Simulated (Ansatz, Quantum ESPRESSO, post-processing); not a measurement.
# Conductance against width: vacuum gaps between two Na(110) faces, part 4 of 4

Wanted: T at the Fermi level along a series, and its decay constant, for vacuum gaps between two Na(110) faces.

Quantum ESPRESSO 7.5; plane-wave DFT, PBE, GBRV ultrasoft pseudopotentials; cross-check by Ansatz 0.2.0 with PAW datasets.

So far. Step 6 (The open system, 5 Å): T goes from 0.631 to 0.334, a factor of 1.9. Step 7 (The same in Ansatz, 5 Å): Ansatz finds T = 0.340 against pwcond's 0.334.

### Step 9. Transmission with pwcond.x, 6 Å

Level of this step: transmission by pwcond, lead and junction from one cell; plane-wave DFT, PBE, GBRV ultrasoft pseudopotentials (Quantum ESPRESSO).

j2.cond.in

```
&inputcond
  outdir = './out'
  prefixt = 'j2.scf'
  tran_file = 'j2.cond.dat'
  bdl = 1.4142135619
  bds = 9.2067460214
  ikind = 1
  ewind = 4.0
  epsproj = 1e-05
  nz1 = 7
  energy0 = 0.4
  denergy = -0.4
/
21
  0.00000000 0.00000000 0.01562500
  0.00000000 0.12500000 0.03125000
  0.00000000 0.25000000 0.03125000
  0.00000000 0.37500000 0.03125000
  0.00000000 0.50000000 0.01562500
  0.12500000 0.00000000 0.06250000
  0.12500000 0.25000000 0.06250000
  0.12500000 0.37500000 0.06250000
  0.12500000 0.50000000 0.06250000
  0.25000000 0.00000000 0.06250000
  0.25000000 0.12500000 0.03125000
  0.25000000 0.37500000 0.06250000
  0.25000000 0.50000000 0.06250000
  0.25000000 0.62500000 0.03125000
  0.37500000 0.00000000 0.06250000
  0.37500000 0.12500000 0.06250000
  0.37500000 0.50000000 0.06250000
  0.37500000 0.62500000 0.06250000
  0.50000000 0.00000000 0.03125000
  0.50000000 0.12500000 0.06250000
  0.50000000 0.25000000 0.03125000
3
```

On the command line:

```bash
$ OMP_NUM_THREADS=1 mpirun -n 4 pwcond.x -in j2.cond.in > j2.cond.out
```

Numbers of over 12 decimals in the logs are rounded to 6 here.

The log of the run:

```text
[banner, memory and clock lines left out]
Program PWCOND v.7.5 starts
[citation notice left out]

[...]
./out/j2.scf.save/

     IMPORTANT: XC functional enforced from input :
     Exchange-correlation= PBE
                           (   1   4   3   4   0   0   0)
     Any further DFT definition will be discarded
     Please, verify this is what you really want

     Reading collected, re-writing distributed wavefunctions

===== INPUT FILE containing all the regions =====

     GEOMETRY:

     lattice parameter (alat)  =       7.9368  a.u.
[...]
---  E-Ef =   -0.4000000  k =    0.5000000   0.2500000
---  ie =          3  ik =         21
 Nchannels of the left tip =            1
 Right moving states:
   k1(2pi/a)   k2(2pi/a)   E-Ef (eV)
   0.4233651   0.0000186  -0.4000000
 Left moving states:
   k1(2pi/a)   k2(2pi/a)   E-Ef (eV)
  -0.4233651   0.0000186  -0.4000000

 to transmit
 Band j to band i transmissions and reflections:
    j         i     |T_ij|^2    |R_ij|^2

    1 -->     1     0.02366     0.97634
   Total T_j, R_j =    0.02366  0.97634

E-Ef(ev), T(x2 spins) =   -0.4000000   0.0473198
   T_tot     0.40000      0.42929E+00
   T_tot     0.00000      0.26960E+00
   T_tot    -0.40000      0.16377E+00

[...]
```

Wall time 2.1 min (4 MPI ranks of Arm Neoverse V1, shared host); peak memory 0.29 GiB; 8.5 min of CPU time.

Read from the output:

* transmission at the Fermi level, one spin: 0.1348
* conductance: 0.1348 G₀

Per spin; mean over the k mesh across the current. Table of transmission, zone mean by energy, zero at the Fermi level:

```csv
energy (eV),"transmission, zone mean"
-0.400,0.0819
0.000,0.135
0.400,0.215
```

At 0.000 eV; k in fractions of b1, b2. Transmission by k point:

```csv
k1,k2,weight,t,channels
0,0,0.01562,0.603,1
0,0.125,0.03125,0.461,1
0,0.25,0.03125,0.1869,1
0,0.375,0.03125,0.02811,1
0,0.5,0.01562,0,0
0.125,0,0.0625,0.4946,1
0.125,0.25,0.0625,0.2761,1
0.125,0.375,0.0625,0.07659,1
0.125,0.5,0.0625,0,0
0.25,0,0.0625,0.2566,1
0.25,0.125,0.03125,0.3439,1
0.25,0.375,0.0625,0.09476,1
0.25,0.5,0.0625,0.01166,1
0.25,0.625,0.03125,0,0
0.375,0,0.0625,0.07685,1
0.375,0.125,0.0625,0.1431,1
0.375,0.5,0.0625,0.01297,1
0.375,0.625,0.0625,0,0
0.5,0,0.03125,0.00503,2
0.5,0.125,0.0625,0.02806,1
0.5,0.25,0.03125,0.04486,1
```

T goes from 0.334 to 0.135, a factor of 2.5.

### Step 10. The same in Ansatz, 6 Å

Level of this step: plane-wave DFT, PBE, Ansatz PAW (Ansatz 0.2.0).

input.yaml

```yaml
crystal:
  lattice:
    - [4.2, 0.0, 0.0]
    - [2.1, 2.969848481, 0.0]
    - [0.0, 0.0, 38.6683332908]
  atoms:
    - { symbol: Na, position: [0.0, 0.0, 0.0] }
    - { symbol: Na, position: [0.5, 0.0, 0.0768031158] }
    - { symbol: Na, position: [0.0, 0.0, 0.1536062317] }
    - { symbol: Na, position: [0.5, 0.0, 0.2304093475] }
    - { symbol: Na, position: [0.0, 0.0, 0.3072124634] }
    - { symbol: Na, position: [0.5, 0.0, 0.3840155792] }
    - { symbol: Na, position: [0.0, 0.0, 0.539181305] }
    - { symbol: Na, position: [0.5, 0.0, 0.6159844208] }
    - { symbol: Na, position: [0.0, 0.0, 0.6927875366] }
    - { symbol: Na, position: [0.5, 0.0, 0.7695906525] }
    - { symbol: Na, position: [0.0, 0.0, 0.8463937683] }
    - { symbol: Na, position: [0.5, 0.0, 0.9231968842] }
kpoints:
  mp_grid: { grid: [7, 8, 1] }
hamiltonian:
  xc: pbe
scf:
  occupations: { method: fermi_dirac, width: 0.1 }
  convergence: { dr2_threshold: 1.0e-08 }
output:
  transmission: { leads: [[0, 2]], e_range: [-0.4, 0.4], de: 0.4, kmesh: [8, 8] }
  write_potential: true
  write_density: true
  volumetric_format: npy
```

On the command line:

```bash
$ ansatz run input.yaml --threads 4 --pin off --max-ram 8192MiB --backend cpu --events-out ev --progress --plain --runs-dir out
```

The log of the run:

```text
[...]
Crystal: 12 atoms, lattice volume = 482.324 Å³
Basis set: ecut = 420 eV, 9255 PW (Γ)
Bands: 66, of which v1, the nominal top of the filled ones, is band 54 counted from 1 (53 counted from 0)
Symmetry: 4 space group operations
k-points: 29 of 56
[...]
k-point 28: bands = [... 50 lower, 1.5791, 1.6780, 1.7525, 1.7588, 1.8675, 1.9572, 2.0422, 2.2034, ... 8 higher]
--- Transmission ---
  basis      : 103 plane waves across, 49 finite elements along
  points     : 34, standing for a mesh of 8 x 8
[...]
channels       : 8.593750e-1 a spin
[...]
slowest decay  : 0.1679 /Å at (0.1250, 0.5000)
  junction   : crystal 0 to crystal 0, 1.48 to 34.21 Å
    transmission   : 1.359809e-1 a spin
[...]
[key lines of the parts left out:]
SCF converged after 8 iterations
Free energy (F): -17836.776548 eV
Fermi energy:    1.420383 eV
```

Wall time 52 s (4 threads); peak memory 1.3 GiB.

Numbers from this step:

| Item | Value |
| --- | --- |
| free energy | -17836.7765 eV |
| energy at zero smearing | -17836.6779 eV |
| smearing term TS | 0.1974 eV |
| Fermi energy | 1.420 eV |
| transmission at the Fermi level, one spin | 0.1360 |
| step of the lead's Hamiltonian over a period | 5.8 meV |

Per spin; mean over the k mesh across the current. Table of transmission, zone mean by energy, zero at the Fermi level:

```csv
energy (eV),"transmission, zone mean"
-0.400,0.0821
0.000,0.136
0.400,0.216
```

Ansatz finds T = 0.136 against pwcond's 0.135.

### Step 11. SCF with pw.x, 7 Å

Level of this step: plane-wave DFT, PBE, GBRV ultrasoft pseudopotentials (Quantum ESPRESSO 7.5).

j3.scf.in

```
&control
  prefix = 'j3.scf'
  outdir = './out'
  pseudo_dir = './pseudo'
  calculation = 'scf'
  tprnfor = .true.
/
&system
  ibrav = 0
  nat = 12
  ntyp = 1
  ecutwfc = 40
  ecutrho = 200
  occupations = 'smearing'
  smearing = 'mv'
  degauss = 0.01
/
&electrons
  conv_thr = 1e-07
  mixing_beta = 0.25
  electron_maxstep = 120
  mixing_mode = 'local-TF'
/
ATOMIC_SPECIES
  Na  22.9898  na_pbe_v1.5.uspp.F.UPF
CELL_PARAMETERS angstrom
  4.20000000000000 0.00000000000000 0.00000000000000
  2.10000000000000 2.96984848098350 0.00000000000000
  0.00000000000000 0.00000000000000 39.66833329081850
ATOMIC_POSITIONS crystal
  Na  0.000000000000 0.000000000000 0.000000000000
  Na  0.500000000000 0.000000000000 0.074866984181
  Na  0.000000000000 0.000000000000 0.149733968363
  Na  0.500000000000 0.000000000000 0.224600952544
  Na  0.000000000000 0.000000000000 0.299467936725
  Na  0.500000000000 0.000000000000 0.374334920907
  Na  0.000000000000 0.000000000000 0.550798094912
  Na  0.500000000000 0.000000000000 0.625665079093
  Na  0.000000000000 0.000000000000 0.700532063275
  Na  0.500000000000 0.000000000000 0.775399047456
  Na  0.000000000000 0.000000000000 0.850266031637
  Na  0.500000000000 0.000000000000 0.925133015819
K_POINTS automatic
  7 8 1 0 0 0
```

On the command line:

```bash
$ OMP_NUM_THREADS=1 mpirun -n 4 pw.x -nk 4 -in j3.scf.in > j3.scf.out
```

The log of the run:

```text
[banner, memory and clock lines left out]
Program PWSCF v.7.5 starts
[...]
Message from routine setup:
[...]
number of electrons       =       108.00
     number of Kohn-Sham states=           65
     kinetic-energy cutoff     =      40.0000  Ry
     charge density cutoff     =     200.0000  Ry
[...]
number of k points=    29  Marzari-Vanderbilt smearing, width (Ry)=  0.0100
[...]
Dense  grid:   159641 G-vectors     FFT dimensions: (  36,  32, 360)
[...]
Starting wfcs are   60 randomized atomic wfcs +    5 random wfcs
[...]
estimated scf accuracy    <       0.34030058 Ry
[...]
estimated scf accuracy    <       0.25137794 Ry
[...]
estimated scf accuracy    <       0.00824550 Ry
[...]
estimated scf accuracy    <       0.01397865 Ry
[...]
estimated scf accuracy    <       0.00299840 Ry
[...]
estimated scf accuracy    <       0.00155199 Ry
[...]
estimated scf accuracy    <       0.00026555 Ry
[...]
estimated scf accuracy    <       0.00019767 Ry
[...]
estimated scf accuracy    <       0.00005441 Ry
[...]
estimated scf accuracy    <       0.00004351 Ry
[...]
estimated scf accuracy    <       0.00000108 Ry
[...]
estimated scf accuracy    <       0.00000013 Ry
[...]
the Fermi energy is     1.2065 ev
!    total energy              =   -1144.12035250 Ry
     estimated scf accuracy    <       0.00000003 Ry
     smearing contrib. (-TS)   =      -0.00097029 Ry
     internal energy E=F+TS    =   -1144.11938221 Ry
[...]
one-electron contribution =   -1510.17834514 Ry
     hartree contribution      =     757.91023165 Ry
     xc contribution           =    -171.69462502 Ry
     ewald contribution        =    -220.15664371 Ry
     convergence has been achieved in  13 iterations
[...]
Total force =     0.001096     Total SCF correction =     0.000946
[...]
```

Wall time 3.9 min (4 MPI ranks); peak memory 1.3 GiB; 16 min of CPU time.

Numbers from this step:

| Item | Value |
| --- | --- |
| free energy | -15566.5504 eV |
| Fermi energy | 1.206 eV |

### Step 12. The open system, 7 Å

j3.cond.in is the input of step 9 with these lines changed:

```diff
@@ -2,6 +2,6 @@
   outdir = './out'
-  prefixt = 'j2.scf'
-  tran_file = 'j2.cond.dat'
+  prefixt = 'j3.scf'
+  tran_file = 'j3.cond.dat'
   bdl = 1.4142135619
-  bds = 9.2067460214
+  bds = 9.4448412595
   ikind = 1
```

On the command line:

```bash
$ OMP_NUM_THREADS=1 mpirun -n 4 pwcond.x -in j3.cond.in > j3.cond.out
```

The log of the run:

```text
[banner, memory and clock lines left out]
Program PWCOND v.7.5 starts
[citation notice left out]

[...]
./out/j3.scf.save/

     IMPORTANT: XC functional enforced from input :
     Exchange-correlation= PBE
                           (   1   4   3   4   0   0   0)
     Any further DFT definition will be discarded
     Please, verify this is what you really want

     Reading collected, re-writing distributed wavefunctions

===== INPUT FILE containing all the regions =====

     GEOMETRY:

     lattice parameter (alat)  =       7.9368  a.u.
[...]
---  E-Ef =   -0.4000000  k =    0.5000000   0.2500000
---  ie =          3  ik =         21
 Nchannels of the left tip =            1
 Right moving states:
   k1(2pi/a)   k2(2pi/a)   E-Ef (eV)
   0.4237112   0.0000186  -0.4000000
 Left moving states:
   k1(2pi/a)   k2(2pi/a)   E-Ef (eV)
  -0.4237113   0.0000186  -0.4000000

 to transmit
 Band j to band i transmissions and reflections:
    j         i     |T_ij|^2    |R_ij|^2

    1 -->     1     0.00348     0.99652
   Total T_j, R_j =    0.00348  0.99652

E-Ef(ev), T(x2 spins) =   -0.4000000   0.0069511
   T_tot     0.40000      0.15448E+00
   T_tot     0.00000      0.76103E-01
   T_tot    -0.40000      0.38688E-01

[...]
```

Wall time 2.1 min (4 MPI ranks); peak memory 0.3 GiB.

Read from the output:

- transmission at the Fermi level, one spin: 0.03805
- conductance: 0.03805 G₀

Per spin; mean over the k mesh across the current. Transmission, zone mean against energy, zero at the Fermi level:

```csv
energy (eV),"transmission, zone mean"
-0.400,0.0193
0.000,0.0381
0.400,0.0772
```

T goes from 0.135 to 0.0381, a factor of 3.5.

### Step 13. Cross-check with Ansatz, 7 Å

Level of this step: plane-wave DFT, PBE, Ansatz PAW (Ansatz 0.2.0).

input.yaml, the sections that differ from step 10:

```yaml
crystal:
  lattice:
    - [4.2, 0.0, 0.0]
    - [2.1, 2.969848481, 0.0]
    - [0.0, 0.0, 39.6683332908]
  atoms:
    - { symbol: Na, position: [0.0, 0.0, 0.0] }
    - { symbol: Na, position: [0.5, 0.0, 0.0748669842] }
    - { symbol: Na, position: [0.0, 0.0, 0.1497339684] }
    - { symbol: Na, position: [0.5, 0.0, 0.2246009525] }
    - { symbol: Na, position: [0.0, 0.0, 0.2994679367] }
    - { symbol: Na, position: [0.5, 0.0, 0.3743349209] }
    - { symbol: Na, position: [0.0, 0.0, 0.5507980949] }
    - { symbol: Na, position: [0.5, 0.0, 0.6256650791] }
    - { symbol: Na, position: [0.0, 0.0, 0.7005320633] }
    - { symbol: Na, position: [0.5, 0.0, 0.7753990475] }
    - { symbol: Na, position: [0.0, 0.0, 0.8502660316] }
    - { symbol: Na, position: [0.5, 0.0, 0.9251330158] }
# kpoints, hamiltonian, scf, output: as in step 10
```

On the command line:

```bash
$ ansatz run input.yaml --threads 4 --pin off --max-ram 8192MiB --backend cpu --events-out ev --progress --plain --runs-dir out
```

The log of the run:

```text
[...]
Crystal: 12 atoms, lattice volume = 494.798 Å³
Basis set: ecut = 420 eV, 9491 PW (Γ)
Bands: 66, of which v1, the nominal top of the filled ones, is band 54 counted from 1 (53 counted from 0)
Symmetry: 4 space group operations
k-points: 29 of 56
[...]
k-point 28: bands = [... 50 lower, 1.4833, 1.5809, 1.6536, 1.6558, 1.7715, 1.8646, 1.9396, 2.1042, ... 8 higher]
--- Transmission ---
  basis      : 103 plane waves across, 52 finite elements along
  points     : 34, standing for a mesh of 8 x 8
[...]
channels       : 8.593750e-1 a spin
[...]
slowest decay  : 0.1689 /Å at (0.1250, 0.5000)
  junction   : crystal 0 to crystal 0, -1.48 to 32.24 Å
    transmission   : 3.709463e-2 a spin
[...]
[key lines of the parts left out:]
SCF converged after 8 iterations
Free energy (F): -17836.749704 eV
Fermi energy:    1.322977 eV
```

It took 48 s on 4 threads; peak memory 1.3 GiB.

Numbers from this step:

- free energy: -17836.7497 eV
- energy at zero smearing: -17836.6483 eV
- smearing term TS: 0.2028 eV
- Fermi energy: 1.323 eV
- transmission at the Fermi level, one spin: 0.03709

Per spin; mean over the k mesh across the current. Table of transmission, zone mean by energy, zero at the Fermi level:

```csv
energy (eV),"transmission, zone mean"
-0.400,0.0189
0.000,0.0371
0.400,0.0755
```

Ansatz finds T = 0.0371 against pwcond's 0.0381.

### Step 14. The series side by side

All levels:

```csv
level,T by pwcond,T by Ansatz,lead channels,CPU time (s)
4 Å,0.6313,0.633,0.8594,1114
5 Å,0.3342,0.3399,0.8594,1205
6 Å,0.1348,0.136,0.8594,1362
7 Å,0.03805,0.03709,0.8594,1441
```

### Step 15. Worked from the printed numbers

For the narrowest barrier, the Landauer sum over the mesh, Σ w T = 0.0625 × 0.982 + 0.0625 × 0.94 + 0.0625 × 0.934 + … = 0.6313.

G = 0.631 × 77.48 µS = 48.9 µS a cell. Times the area of 12.473 Å², the resistance-area product is A/G = 2.55 fΩ m², the leads' contact resistance included.

Free electrons at 1 an atom (2 atoms in 74.1 Å³) have k_F = 0.928 1/Å and offer A k_F²/4π = 0.85 channels per spin; the lead has 0.86 on this mesh.

κ = ln(T₁/T₂)/(2Δd) = ln(0.1348/0.03805)/(2 × 1 Å) = 0.63 1/Å.

### Step 16. Summary of results

```
conductance a cell at 4 Å                 : 0.631 G₀
conductance a cell at 5 Å                 : 0.334 G₀
conductance a cell at 6 Å                 : 0.135 G₀
conductance a cell at 7 Å                 : 0.0381 G₀
fall of ln T per Å over the last interval : 1.26
```

The conductance goes from 0.631 G₀ at 4 Å to 0.0381 G₀ at 7 Å (PBE, GBRV ultrasoft). Interval by interval ln T falls by 0.64, 0.91 and 1.26 per Å: the decay still steepens, so it isn't yet a plain exponential. The last interval gives κ = 0.63 1/Å in T ∝ exp(−2κd), an apparent barrier of (κ/0.512)² = 1.5 eV, while the decay still steepens. Ansatz follows the series within a factor of 1.03. Points with over 2.5 times the mean carry up to 59 % of T, so the means lean on few points, and the mesh was not tested. The geometries are as built, not relaxed, and the leads are short. Semilocal functionals lack the image potential in a vacuum gap.

[Logs are printed without paths, hosts, clocks, repeated set-up lines and the standing remarks that a program may print on its own settings, such as how far it seeks lower states.]

[Hosts, paths, dates, database ids (printed as entryN), source tags and the programs' standing remarks are cut or masked in the printed files.]

[Maps of the electrostatic potential energy from Ansatz leave out the sawtooth potential of an applied field or a dipole correction, so their vacuum need not be flat; planar profiles and work functions include it.]
